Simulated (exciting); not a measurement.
# Core excitons at the Al K edge of AlN, part 3 of 3

Aim: the Al K absorption edge of AlN with the electron–hole interaction treated explicitly, and what each term of the kernel does.

exciting sodium; X-ray absorption, core-level Bethe-Salpeter equation, exchange and statically screened direct term, Tamm-Dancoff, all-electron LAPW+lo LDA.

So far. Step 6 (Exchange alone): Maxima (height): 2.1 eV (0.25), 5.1 eV (0.36), 7.4 eV (0.69), 11.3 eV (0.74) and 14.2 eV (0.40). The spectrum is that of the independent-particle run within 1 %. Step 7 (Direct term alone): Maxima (height): -0.1 eV (1.01), 5.4 eV (0.97), 8.9 eV (0.54) and 13.4 eV (0.24). The spectrum is that of the singlet run within 1 %.

The database entry behind the starting cell differs from later determinations by our own check (inner coordinate u about 0.002 short), so it need not match the best structure at ambient conditions.

### Step 9. A changed run

In this try the input is made faulty on purpose, to show what that does.

input.xml

```
<input>
  <title>AlN</title>
  <structure speciespath="." autormt="false" epslat="1.0e-5">
    <crystal>
      <basevect>5.8827174249 0.0000000000 0.0000000000</basevect>
      <basevect>-2.9413587124 5.0945827333 0.0000000000</basevect>
      <basevect>0.0000000000 0.0000000000 9.4127258250</basevect>
    </crystal>
    <species speciesfile="Al.xml" rmt="2.011">
      <atom coord="0.6666666667 0.3333333333 0.5000000000"/>
      <atom coord="0.3333333333 0.6666666667 0.0000000000"/>
    </species>
    <species speciesfile="N.xml" rmt="1.458">
      <atom coord="0.6666666667 0.3333333333 0.8800000000"/>
      <atom coord="0.3333333333 0.6666666667 0.3800000000"/>
    </species>
  </structure>
  <groundstate do="skip" xctype="LDA_PW" ngridk="6 6 3" rgkmax="7" gmaxvr="14" nempty="8" swidth="0.001" maxscl="100" epsengy="1e-5"/>
  <xs xstype="BSE" ngridk="3 3 2" ngridq="3 3 2" vkloff="0 0 0" rgkmax="7" nempty="21" gqmax="3" lmaxapwwf="5" lmaxemat="2" broad="0.01654" tevout="true">
    <energywindow intv="54.700 56.316" points="440"/>
    <screening screentype="full" nempty="38"/>
    <BSE xas="true" xasspecies="1" xasatom="1" xasedge="K" bsetype="singlet" nstlxas="1 17"/>
    <qpointset>
      <qpoint>0 0 0</qpoint>
    </qpointset>
    <plan>
      <doonly task="xsgeneigvec"/>
      <doonly task="writepmatxs"/>
      <doonly task="scrgeneigvec"/>
      <doonly task="scrwritepmat"/>
      <doonly task="screen"/>
      <doonly task="scrcoulint"/>
      <doonly task="exccoulint"/>
    </plan>
  </xs>
</input>
```

input.xml for the last start (plan only)

```
  <plan>
    <doonly task="bse"/>
  </plan>
```

The run is started by

```console
> OMP_NUM_THREADS=1 mpirun -n 4 exciting
> OMP_NUM_THREADS=4 exciting
```

Numbers of over 12 decimals in the logs are rounded to 6 here.

Log:

```text
| EXCITING SODIUM started for task xsgeneigvec ( 301)                          =
One-shot GS runs for BSE calculations
One-shot GS runs for k+qmt/2 grids
Info(xsgeneigvec): Generating eigenvectors for Q-point      1
Info(xsgeneigvec): Generation of eigenvectors finished
| EXCITING SODIUM started for task writepmatxs ( 320)                          =
Info(writepmatxs): Momentum matrix elements finished
| EXCITING SODIUM started for task scrgeneigvec ( 401)                         =
One-shot GS runs for BSE calculations
One-shot GS runs for k+qmt/2 grids
[...]
Info(setup_bse_block): Setting up RR part of hamiltonian
Info(setup_bse_block): Singlet spin state
Info(bse): Diagonalizing RR Hamiltonian (TDA)
Info(bse): Invoking Lapack routine ZHEEVR
       612 eigen solutions found in the interval:
         i1=       1 i2=     612
Info(bse): Writing excition energies and oscillator strengths to text file.
Info(makespectrum_dist): Making spectrum using formula for coupling with time reversed AR basis.
Info(makespectrum_dist): Using formalism for vanishing momentum transfer.
Info(writederived): Writing quantities derived from the macroscopic dielectric function.
Info(bselauncher): Spectrum finished for iqmt=  1
Info(bselauncher): All done for BSE type singlet
```

It took 96 s on 4 MPI ranks of Arm Neoverse V1, shared host.

The input has a fault: a coarse mesh through the zone centre samples only symmetric points. In all it changes the k mesh from 5×5×3 to 3×3×2 and mesh offset from shifted to 0 0 0. The spectrum differs from the singlet run by 24 % r.m.s. The highest maximum lies at 5.1 eV (1.24), against -0.1 eV (1.00). The first bright state moves from -0.17 to -0.26 eV. The lowest bare transition of this run lies at 0.00 eV, against 0.68. A coarse mesh samples few band energies, and it inflates the long-range part of the attraction. Symmetric points repeat the same band energies.

```
E (eV)  first run  this run
  -4.0       0.02      0.02
  -3.0       0.04      0.04
  -2.0       0.07      0.07
  -1.0       0.23      0.24
   0.0       0.98      0.93
   1.0       0.45      0.36
   2.0       0.36      0.33
   3.0       0.57      0.32
   4.0       0.68      0.59
   5.0       0.79      1.21
   6.0       0.64      0.52
   7.0       0.41      0.44
   8.0       0.39      0.45
   9.0       0.54      0.63
  10.0       0.35      0.29
  11.0       0.24      0.24
  12.0       0.21      0.23
  13.0       0.23      0.28
  14.0       0.21      0.15
```

### Step 10. From independent particles to the full kernel

```
      level  curve passes 0.15 (eV)  highest maximum (eV)  its height
         IP                     1.0                  11.3        0.74
        RPA                     1.1                  11.3        0.74
direct only                    -1.3                  -0.1        1.01
    singlet                    -1.3                  -0.1        1.00
```

```
E (eV)    IP   RPA  direct only  singlet
  -4.0  0.01  0.01         0.02     0.02
  -3.0  0.01  0.01         0.04     0.04
  -2.0  0.01  0.01         0.07     0.07
  -1.0  0.02  0.02         0.23     0.23
   0.0  0.04  0.04         0.98     0.98
   1.0  0.15  0.15         0.45     0.45
   2.0  0.25  0.25         0.36     0.36
   3.0  0.18  0.18         0.58     0.57
   4.0  0.19  0.19         0.68     0.68
   5.0  0.36  0.35         0.79     0.79
   6.0  0.28  0.27         0.63     0.64
   7.0  0.60  0.60         0.41     0.41
   8.0  0.63  0.63         0.39     0.39
   9.0  0.53  0.53         0.54     0.54
  10.0  0.59  0.58         0.34     0.35
  11.0  0.72  0.72         0.24     0.24
  12.0  0.57  0.57         0.21     0.21
  13.0  0.39  0.39         0.23     0.23
  14.0  0.40  0.40         0.21     0.21
```

### Step 11. What came out

```json
{
 "absorber and edge": "Al K, atom 1",
 "surroundings": "4 N at 1.89 Å (tetrahedral, site symmetry 3m)",
 "first bright state": "-0.17 eV from the Kohn–Sham onset, on this mesh",
 "highest maximum": "-0.1 eV",
 "cost of the BSE run": "9.1 min on 4 MPI ranks of Arm Neoverse V1, shared host; the last task ran on as many threads"
}
```

In words: Is a core exciton bound? Undecided on this mesh: the first bright state (over 5 % of the brightest) lies at -0.17 eV from the Kohn–Sham onset and at -0.85 eV from the lowest bare transition of its own mesh; weaker or dark states reach down to -0.33 eV. Changing the cutoff of the screened term (bohr⁻¹) from 3 to 4 alters the spectrum by 4 % r.m.s. Exchange alone changes the independent-particle spectrum by 0.3 % r.m.s. Leaving exchange out of the full kernel changes the spectrum by 0.4 % r.m.s. Binding energies aren't converged on 75 k points, and fine structure above the first lines is partly noise of the mesh. Exchange and the short-range direct term aren't converged in the kernel cutoff. The zero comes from the unshifted 6×6×3 ground-state mesh; it is exact only where the band minimum lies on that mesh. The Kohn–Sham onset, 1500 eV, is no photon energy (tabulated edge of the element: 1559 eV): the scale needs a rigid shift. No quasiparticle correction widens the gap or stretches the bands. Vibrations and energy-dependent lifetimes are left out. The structure is a published determination, not relaxed.

[Banner, clock and machine lines of the logs are left out without a mark of their own.]

[Logs are printed without paths, hosts, clocks, repeated set-up lines and the standing remarks that a program may print on its own settings, such as how far it seeks lower states.]

[Hosts, paths, dates, database ids (printed as entryN), source tags and the programs' standing remarks are cut or masked in the printed files.]
